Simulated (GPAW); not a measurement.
Two runs for the O K edge of atom 5 in Ba2SrTeO6 (R-3). Run A: GPAW, LDA, full core hole (charged cell), 10-atom cell with 6.1 Å between holes, 4×4×4 k points, dipole transitions, Gaussian full width 0.9 eV up to 4 eV, rising linearly to 3.5 eV at 25 eV. Run B differs in one choice.

Energy from the lowest empty level; intensity scaled to a mean of 1 over the first 20 eV:

```
E (eV)     A     B
  -2.0  0.00  0.00
  -1.5  0.00  0.00
  -1.0  0.00  0.00
  -0.5  0.04  0.02
   0.0  0.55  0.29
   0.5  1.78  1.35
   1.0  1.34  1.64
   1.5  0.24  0.50
   2.0  0.05  0.06
   2.5  0.48  0.29
   3.0  1.71  1.29
   3.5  2.43  2.33
   4.0  1.86  2.14
   4.5  1.33  1.48
   5.0  1.44  1.29
   5.5  2.01  1.77
   6.0  1.98  2.03
   6.5  1.37  1.60
   7.0  0.91  1.06
   7.5  0.80  0.82
   8.0  1.06  0.96
   8.5  1.41  1.32
   9.0  1.45  1.49
   9.5  1.23  1.34
  10.0  1.07  1.14
  10.5  1.00  1.04
  11.0  0.95  1.00
  11.5  0.89  0.95
  12.0  0.80  0.87
  12.5  0.70  0.76
  13.0  0.62  0.66
  13.5  0.57  0.59
  14.0  0.56  0.56
  14.5  0.57  0.56
  15.0  0.60  0.59
  15.5  0.64  0.62
  16.0  0.67  0.66
  16.5  0.67  0.67
  17.0  0.65  0.66
  17.5  0.63  0.63
  18.0  0.62  0.62
  18.5  0.64  0.62
  19.0  0.69  0.65
  19.5  0.75  0.70
  20.0  0.82  0.76
  20.5  0.89  0.83
  21.0  0.96  0.89
  21.5  1.03  0.96
  22.0  1.07  1.01
  22.5  1.10  1.04
  23.0  1.10  1.05
  23.5  1.08  1.05
  24.0  1.05  1.03
  24.5  1.01  1.00
  25.0  0.97  0.96
  25.5  0.92  0.92
  26.0  0.87  0.88
  26.5  0.83  0.84
  27.0  0.80  0.81
  27.5  0.77  0.78
  28.0  0.74  0.75
  28.5  0.73  0.73
  29.0  0.72  0.71
  29.5  0.72  0.70
  30.0  0.73  0.70
  30.5  0.74  0.71
  31.0  0.77  0.72
```

**Question.** What was changed?
a) the broadening
b) the size of the supercell
c) the plane-wave cutoff
d) the k mesh of the spectrum

(c): run B changes the cutoff (eV) to 300. Against the first run the r.m.s. difference is 13 %. A shift of +0.2 eV leaves 4 %. The highest intensity below 16 eV goes from 3.5 eV (2.43) to 3.7 eV (2.41). Other settings could leave a like mark; this is the one that was changed.

[Banner, clock and machine lines of the logs are left out without a mark of their own.]

[Logs are printed without paths, hosts, clocks, repeated set-up lines and the standing remarks that a program may print on its own settings, such as how far it seeks lower states.]

[Hosts, paths, dates, database ids (printed as entryN), source tags and the programs' standing remarks are cut or masked in the printed files.]

[Lists of maxima count a maximum above −3 eV only where it reaches 4 % of the highest in the window and stands out from its surroundings by 2 % of it (1.5 % where it reaches 55 %); shoulders and weaker maxima are passed over, and of the rest the first, up to two pre-edge ones and the few strongest are named.]
